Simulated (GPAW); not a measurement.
# PbO (Litharge): optical spectrum from first principles, part 2 of 2

Wanted: where PbO (Litharge) starts to absorb, how strongly, and its refractive index. The cell comes from an older database entry, whose edges can differ from later determinations, mostly by under a per cent.

GPAW 26.7.0; DFT, LDA, plane-wave PAW (GPAW data sets), scalar-relativistic, RPA, optical limit.

So far. Step 2 (Ground state): There is a gap, 1.05 eV on this mesh (points off the mesh can give less), so no carriers' term is needed.

The database entry behind the starting cell differs from later determinations by our own check (an axis about 0.4 % long against later determinations), so it need not match the best structure at ambient conditions.

### Step 4. Dielectric function, RPA

Transitions between filled and empty bands, summed over the zone, give the optical response, so mesh, band count and broadening shape it.

The induced potential is part of this response.

This step: DFT, LDA, plane-wave PAW (GPAW data sets), scalar-relativistic, RPA, optical limit (GPAW 26.7.0).

The input, df.py:

```python
from gpaw.response.df import DielectricFunction

df = DielectricFunction('full.gpw', frequencies={'type': 'nonlinear', 'domega0': 0.03, 'omega2': 8},
                        ecut=50,
                        eta=0.1,
                        nbands=59,
                        txt='df.txt')
for direction in ['x', 'z']:
    df.get_dielectric_function(xc='RPA', direction=direction, filename=f'df_{direction}.csv')
```

Run with:

```
OMP_NUM_THREADS=1 python df.py
```

Log:

```text
Using integrator: PointIntegrator
NonLinearFrequencyDescriptor(from 0.000 to 51.418 eV, 469 points)
Nonperiodic BCs:  [False False False]
Using integrator: PointIntegrator
NonLinearFrequencyDescriptor(from 0.000 to 51.418 eV, 469 points)
Nonperiodic BCs:  [False False False]

Calculating chi0 body with:
    Ground state adapter containing:
    Number of spins: 1
    Number of kpoints: 384
    Number of irreducible kpoints: 60
    Number of completely occupied states: 20
    Number of partially occupied states: 20

    Linear response parametrization:
    q_c: [0.0, 0.0, 0.0]
    Number of frequency points: 469
    Planewave cutoff: 50.0
    Number of bands: 59
    Number of planewaves: 65
    Broadening (eta): 0.1

Integrating chi0 body.

Symmetries of q_c:
    Direct symmetries (Uq -> q): 8
    Indirect symmetries (TUq -> q): 8
In total 16 allowed symmetries.

60 groups of equivalent kpoints. 84.375% reduction.

Integral kind: spectral function

Calculating chi0 optical extensions with:
    Ground state adapter containing:
    Number of spins: 1
    Number of kpoints: 384
    Number of irreducible kpoints: 60
    Number of completely occupied states: 20
    Number of partially occupied states: 20

    Linear response parametrization:
    Number of frequency points: 469
    Planewave cutoff: 50.0
    Number of bands: 59
    Number of planewaves: 65
    Broadening (eta): 0.1
Integrating chi0 head and wings.

Symmetries of q_c:
    Direct symmetries (Uq -> q): 8
    Indirect symmetries (TUq -> q): 8
In total 16 allowed symmetries.

60 groups of equivalent kpoints. 84.375% reduction.

Integral kind: spectral function wings
```

Run time: 20 s. Hardware: 1 thread of Arm Neoverse V1, shared host; peak memory 0.31 GiB.

Numbers from this step:

```
electronic dielectric constant ε∞, mean over x, y and z (by symmetry where fewer were run) : 6.644
main peak of Im epsilon, first axis                                                        : 3.924 eV
centre of weight of the strongest loss peak in the window                                  : 20.75 eV
```

Some rows of df_x.csv (energy; Re and Im without local fields; Re and Im with them):

```text
0.000000, 7.531680, -0.000000, 6.849244, -0.000000
0.651243, 7.683696, 0.048546, 6.981540, 0.042250
1.347938, 8.275867, 0.133812, 7.497545, 0.116947
2.095014, 9.523209, 0.694857, 8.525228, 0.644868
2.898142, 13.621481, 3.665370, 11.845516, 3.049618
3.763875, 8.079363, 13.595102, 8.581257, 11.774445
4.699832, -2.038246, 8.692119, -1.262237, 9.204786
5.714917, 0.919638, 5.388515, 0.667914, 5.062577
6.819608, -2.121880, 5.161670, -1.807534, 5.002804
8.026317, -0.291855, 2.646784, -0.329436, 2.335344
9.349861, 0.117495, 2.322494, 0.191930, 1.936547
10.808071, -1.077937, 1.920968, -0.740497, 2.144796
12.422601, 0.103423, 0.999489, 0.120334, 0.908571
14.220012, 0.879539, 1.327068, 0.901662, 1.084620
16.233242, 0.113905, 0.957416, 0.247740, 0.945815
18.503643, 0.267507, 0.961054, 0.428797, 0.928802
21.083856, 0.402745, 0.562014, 0.467544, 0.511746
24.041937, 0.377642, 0.284713, 0.395217, 0.337525
27.467452, 0.631340, 0.223417, 0.650221, 0.244246
```

The Im ε has structure finer than the step of the table below, so its rows give means over 0.5 eV, whole bins alone (the curve runs from 0 to 28.7 eV). Peaks (eV: height): E ∥ x 3.94: 12.9, 4.47: 11.7, 5.51: 6.94; E ∥ z 4.42: 14.1, 5.51: 5.62, 6.99: 5.23.

Values under the direct gap are tails of Lorentzian lines. Table of Im ε by photon energy; means over each step:

| photon energy (eV) | E ∥ x | E ∥ z |
| --- | --- | --- |
| 0.5 | 0.0318 | 0.0279 |
| 1.0 | 0.0734 | 0.0637 |
| 1.5 | 0.157 | 0.126 |
| 2.0 | 0.559 | 0.420 |
| 2.5 | 1.49 | 1.52 |
| 3.0 | 3.78 | 3.75 |
| 3.5 | 9.01 | 5.99 |
| 4.0 | 11.1 | 9.83 |
| 4.5 | 10.3 | 12.2 |
| 5.0 | 6.04 | 6.36 |
| 5.5 | 5.81 | 4.69 |
| 6.0 | 5.51 | 3.78 |
| 6.5 | 5.92 | 3.79 |
| 7.0 | 4.22 | 4.54 |
| 7.5 | 2.87 | 3.69 |
| 8.0 | 2.40 | 2.15 |
| 8.5 | 2.37 | 1.62 |
| 9.0 | 2.18 | 1.45 |
| 9.5 | 2.08 | 1.33 |
| 10.0 | 2.37 | 1.39 |
| 10.5 | 2.11 | 2.00 |
| 11.0 | 1.72 | 1.68 |
| 11.5 | 1.15 | 1.35 |
| 12.0 | 0.811 | 0.987 |
| 12.5 | 0.847 | 0.775 |
| 13.0 | 0.768 | 0.698 |
| 13.5 | 0.913 | 0.579 |
| 14.0 | 0.958 | 0.475 |
| 14.5 | 1.27 | 0.714 |
| 15.0 | 1.30 | 1.09 |
| 15.5 | 1.35 | 1.04 |
| 16.0 | 1.04 | 0.796 |
| 16.5 | 0.940 | 0.589 |
| 17.0 | 0.774 | 0.489 |
| 17.5 | 0.755 | 0.473 |
| 18.0 | 0.871 | 0.537 |
| 18.5 | 0.924 | 0.682 |
| 19.0 | 0.863 | 0.739 |
| 19.5 | 0.706 | 0.659 |
| 20.0 | 0.619 | 0.572 |
| 20.5 | 0.546 | 0.485 |
| 21.0 | 0.514 | 0.551 |
| 21.5 | 0.484 | 0.678 |
| 22.0 | 0.476 | 0.574 |
| 22.5 | 0.557 | 0.560 |
| 23.0 | 0.679 | 0.705 |
| 23.5 | 0.554 | 0.663 |
| 24.0 | 0.363 | 0.468 |
| 24.5 | 0.315 | 0.498 |
| 25.0 | 0.316 | 0.416 |
| 25.5 | 0.319 | 0.405 |
| 26.0 | 0.301 | 0.379 |
| 26.5 | 0.276 | 0.365 |
| 27.0 | 0.254 | 0.392 |
| 27.5 | 0.252 | 0.432 |
| 28.0 | 0.256 | 0.504 |

Re ε against photon energy:

| photon energy (eV) | E ∥ x | E ∥ z |
| --- | --- | --- |
| 0 | 6.85 | 6.23 |
| 1 | 7.18 | 6.52 |
| 2 | 8.53 | 7.89 |
| 3 | 11.3 | 10.6 |
| 4 | 3.48 | 7.33 |
| 5 | 0.380 | -2.71 |
| 6 | 0.594 | -0.613 |
| 7 | -1.72 | -0.0567 |
| 8 | -0.383 | -1.31 |
| 9 | -0.288 | 0.0545 |
| 10 | 0.140 | 0.638 |
| 11 | -0.572 | -0.0108 |
| 12 | -0.0571 | -0.0448 |
| 13 | 0.382 | 0.343 |
| 14 | 0.725 | 0.648 |
| 15 | 0.574 | 0.892 |
| 16 | 0.267 | 0.431 |
| 17 | 0.388 | 0.621 |
| 18 | 0.517 | 0.907 |
| 19 | 0.340 | 0.763 |
| 20 | 0.314 | 0.612 |
| 21 | 0.455 | 0.877 |
| 22 | 0.554 | 0.746 |
| 23 | 0.525 | 0.847 |
| 24 | 0.381 | 0.628 |
| 25 | 0.545 | 0.671 |
| 26 | 0.559 | 0.729 |
| 27 | 0.620 | 0.845 |
| 28 | 0.654 | 0.873 |

The Im ε, E ∥ x has structure finer than the step of the table below, so its rows give means over 0.5 eV, whole bins alone (the curve runs from 0 to 28.7 eV). Peaks (eV: height): without local fields 3.89: 14.3, 4.42: 12.9, 5.51: 7.24; with local fields 3.94: 12.9, 4.47: 11.7, 5.51: 6.94.

Values under the direct gap are tails of Lorentzian lines. Table of Im ε, E ∥ x by photon energy; means over each step:

| photon energy (eV) | without local fields | with local fields |
| --- | --- | --- |
| 0.5 | 0.0366 | 0.0318 |
| 1.0 | 0.0842 | 0.0734 |
| 1.5 | 0.178 | 0.157 |
| 2.0 | 0.604 | 0.559 |
| 2.5 | 1.69 | 1.49 |
| 3.0 | 4.69 | 3.78 |
| 3.5 | 11.4 | 9.01 |
| 4.0 | 12.3 | 11.1 |
| 4.5 | 11.0 | 10.3 |
| 5.0 | 6.09 | 6.04 |
| 5.5 | 6.12 | 5.81 |
| 6.0 | 6.11 | 5.51 |
| 6.5 | 6.46 | 5.92 |
| 7.0 | 4.40 | 4.22 |
| 7.5 | 3.05 | 2.87 |
| 8.0 | 2.69 | 2.40 |
| 8.5 | 2.72 | 2.37 |
| 9.0 | 2.53 | 2.18 |
| 9.5 | 2.48 | 2.08 |
| 10.0 | 2.80 | 2.37 |
| 10.5 | 2.19 | 2.11 |
| 11.0 | 1.58 | 1.72 |
| 11.5 | 1.12 | 1.15 |
| 12.0 | 0.873 | 0.811 |
| 12.5 | 0.950 | 0.847 |
| 13.0 | 0.888 | 0.768 |
| 13.5 | 1.11 | 0.913 |
| 14.0 | 1.14 | 0.958 |
| 14.5 | 1.58 | 1.27 |
| 15.0 | 1.48 | 1.30 |
| 15.5 | 1.39 | 1.35 |
| 16.0 | 1.04 | 1.04 |
| 16.5 | 0.948 | 0.940 |
| 17.0 | 0.781 | 0.774 |
| 17.5 | 0.803 | 0.755 |
| 18.0 | 0.931 | 0.871 |
| 18.5 | 0.968 | 0.924 |
| 19.0 | 0.854 | 0.863 |
| 19.5 | 0.698 | 0.706 |
| 20.0 | 0.616 | 0.619 |
| 20.5 | 0.563 | 0.546 |
| 21.0 | 0.551 | 0.514 |
| 21.5 | 0.524 | 0.484 |
| 22.0 | 0.541 | 0.476 |
| 22.5 | 0.674 | 0.557 |
| 23.0 | 0.643 | 0.679 |
| 23.5 | 0.396 | 0.554 |
| 24.0 | 0.297 | 0.363 |
| 24.5 | 0.287 | 0.315 |
| 25.0 | 0.302 | 0.316 |
| 25.5 | 0.287 | 0.319 |
| 26.0 | 0.255 | 0.301 |
| 26.5 | 0.243 | 0.276 |
| 27.0 | 0.226 | 0.254 |
| 27.5 | 0.234 | 0.252 |
| 28.0 | 0.240 | 0.256 |

Table of refractive index n and extinction k by photon energy:

| photon energy (eV) | n, E ∥ x | k, E ∥ x | n, E ∥ z | k, E ∥ z |
| --- | --- | --- | --- | --- |
| 0 | 2.62 | 0 | 2.50 | 0 |
| 2 | 2.92 | 0.133 | 2.81 | 0.0596 |
| 4 | 2.82 | 2.12 | 3.15 | 1.62 |
| 6 | 1.76 | 1.58 | 1.25 | 1.48 |
| 8 | 1.00 | 1.18 | 0.740 | 1.36 |
| 10 | 1.15 | 1.08 | 1.03 | 0.652 |
| 12 | 0.596 | 0.642 | 0.685 | 0.717 |
| 14 | 0.968 | 0.461 | 0.848 | 0.266 |
| 16 | 0.819 | 0.635 | 0.829 | 0.507 |
| 18 | 0.873 | 0.494 | 0.987 | 0.259 |
| 20 | 0.712 | 0.439 | 0.854 | 0.341 |
| 22 | 0.799 | 0.292 | 0.918 | 0.311 |
| 24 | 0.670 | 0.260 | 0.836 | 0.267 |
| 26 | 0.773 | 0.196 | 0.880 | 0.212 |
| 28 | 0.825 | 0.160 | 0.970 | 0.261 |

The reflectivity at normal incidence has structure finer than the step of the table below, so its rows give means over 0.5 eV, whole bins alone (the curve runs from 0 to 28.7 eV). Peaks (eV: height): E ∥ x 3.98: 41.3, 4.70: 43.9, 5.56: 34.7, 6.76: 41.4, 10.88: 31.4, 15.73: 14.8, 19.33: 11.0; E ∥ z 4.56: 47.1, 5.56: 34.0, 7.85: 40.5, 10.81: 23.7, 15.54: 11.5.

Table of reflectivity at normal incidence by photon energy; means over each step:

| photon energy (eV) | E ∥ x (%) | E ∥ z (%) |
| --- | --- | --- |
| 0.5 | 20.2 | 18.5 |
| 1.0 | 20.9 | 19.1 |
| 1.5 | 22.2 | 20.3 |
| 2.0 | 24.1 | 22.6 |
| 2.5 | 27.2 | 25.7 |
| 3.0 | 31.1 | 28.6 |
| 3.5 | 36.8 | 31.3 |
| 4.0 | 38.6 | 36.2 |
| 4.5 | 40.5 | 44.6 |
| 5.0 | 33.8 | 43.4 |
| 5.5 | 30.2 | 29.8 |
| 6.0 | 29.4 | 28.1 |
| 6.5 | 34.2 | 22.3 |
| 7.0 | 38.6 | 30.7 |
| 7.5 | 35.1 | 34.9 |
| 8.0 | 25.5 | 37.1 |
| 8.5 | 22.7 | 27.9 |
| 9.0 | 22.2 | 18.8 |
| 9.5 | 17.8 | 14.7 |
| 10.0 | 20.9 | 10.2 |
| 10.5 | 23.3 | 15.0 |
| 11.0 | 29.1 | 20.3 |
| 11.5 | 27.3 | 21.2 |
| 12.0 | 18.5 | 18.5 |
| 12.5 | 12.0 | 15.2 |
| 13.0 | 7.34 | 9.24 |
| 13.5 | 5.91 | 7.08 |
| 14.0 | 5.56 | 2.94 |
| 14.5 | 7.75 | 2.81 |
| 15.0 | 9.73 | 6.10 |
| 15.5 | 12.7 | 9.58 |
| 16.0 | 12.4 | 8.07 |
| 16.5 | 11.3 | 6.25 |
| 17.0 | 8.84 | 3.39 |
| 17.5 | 6.42 | 2.56 |
| 18.0 | 6.94 | 1.90 |
| 18.5 | 8.35 | 3.14 |
| 19.0 | 9.80 | 3.88 |
| 19.5 | 9.77 | 3.82 |
| 20.0 | 8.55 | 3.58 |
| 20.5 | 6.86 | 2.10 |
| 21.0 | 5.63 | 2.04 |
| 21.5 | 4.91 | 3.42 |
| 22.0 | 3.77 | 2.79 |
| 22.5 | 3.65 | 2.40 |
| 23.0 | 5.79 | 3.37 |
| 23.5 | 8.35 | 4.99 |
| 24.0 | 6.30 | 3.07 |
| 24.5 | 4.20 | 2.90 |
| 25.0 | 3.13 | 2.37 |
| 25.5 | 2.96 | 1.98 |
| 26.0 | 2.78 | 1.67 |
| 26.5 | 2.36 | 1.31 |
| 27.0 | 1.97 | 1.24 |
| 27.5 | 1.63 | 1.34 |
| 28.0 | 1.60 | 1.74 |

At chosen wavelengths:

| wavelength (nm) | n x | k x | R (%) x | 1/α x | n z | k z | R (%) z | 1/α z |
| --- | --- | --- | --- | --- | --- | --- | --- | --- |
| 1064 | 2.70 | 0.017 | 21.2 | 5.1 µm | 2.58 | 0.015 | 19.4 | 5.6 µm |
| 532 | 3.10 | 0.148 | 26.3 | 286 nm | 2.93 | 0.133 | 24.2 | 317 nm |
| 450 | 3.25 | 0.338 | 28.4 | 106 nm | 3.07 | 0.404 | 26.6 | 89 nm |
| 405 | 3.38 | 0.648 | 31.0 | 50 nm | 3.27 | 0.753 | 30.4 | 43 nm |
| 365 | 3.73 | 1.111 | 36.8 | 26 nm | 3.27 | 0.798 | 30.7 | 36 nm |
| 308 | 2.72 | 2.099 | 40.4 | 12 nm | 3.10 | 1.630 | 36.3 | 15 nm |
| 193 | 1.66 | 1.625 | 31.7 | 9.4 nm | 1.45 | 1.097 | 19.5 | 14 nm |

Below the direct gap, k and the depth come from the tails of the Lorentzian lines, not from transitions.

At 1064 nm the birefringence n(z) − n(x) is -0.128: the crystal is uniaxial negative at this level.

### Step 5. Summary of results

```
electronic dielectric constant ε∞, mean over x, y and z (by symmetry where fewer were run) (RPA) : 6.64
main peak of Im epsilon, first axis                                                              : 3.92 eV
centre of weight of the strongest loss peak in the window, first axis                            : 20.8 eV
```

What this shows: At this level (LDA, RPA) PbO has a mean ε∞ = 6.64 and n = 2.66 at 1550 nm (E ∥ x), and Im ε peaks at 3.9 eV (E ∥ x). On the mesh the gap is 1.04 eV and the least direct gap 2.01 eV, so on this mesh the band edges lie at different points. Local fields change the static value along x from 7.53 to 6.85 (-9 %). Distinct maxima of Im ε, read by a parabola through the highest points, lie at 3.92 eV (13), 4.48 eV (12), 5.51 eV (6.9) and 6.65 eV (6.6) for E ∥ x. The static values by axis are 6.85 (x), 6.23 (z). At 1064 nm the birefringence n(z) − n(x) is -0.128: the crystal is uniaxial negative at this level. Excitons and phonon-assisted transitions are missing; LDA gaps are as a rule too small, which pulls the onset down and ε∞ up, while the missing spin-orbit coupling works the other way with such heavy atoms. Spin-orbit coupling is left out although heavy atoms are present. The sum runs over mesh points, so small or evenly spaced maxima can still be ripples of the mesh. The curves end at 29 eV, about where the summed bands run out. In this version of GPAW the matrix elements of the optical limit are incomplete, which can lower ε − 1 by up to a tenth where first-row anions or d states rule, and shift it by more in d metals. Besides steps told in other documents, this task had 1 step that the program refused or didn't finish; those not told in a step above aren't shown.

[Machine, clock and banner lines and Python warnings are left out of the logs.]

[Logs are printed without paths, hosts, clocks, repeated set-up lines and the standing remarks that a program may print on its own settings, such as how far it seeks lower states.]

[Hosts, paths, dates, database ids (printed as entryN), source tags and the programs' standing remarks are cut or masked in the printed files.]
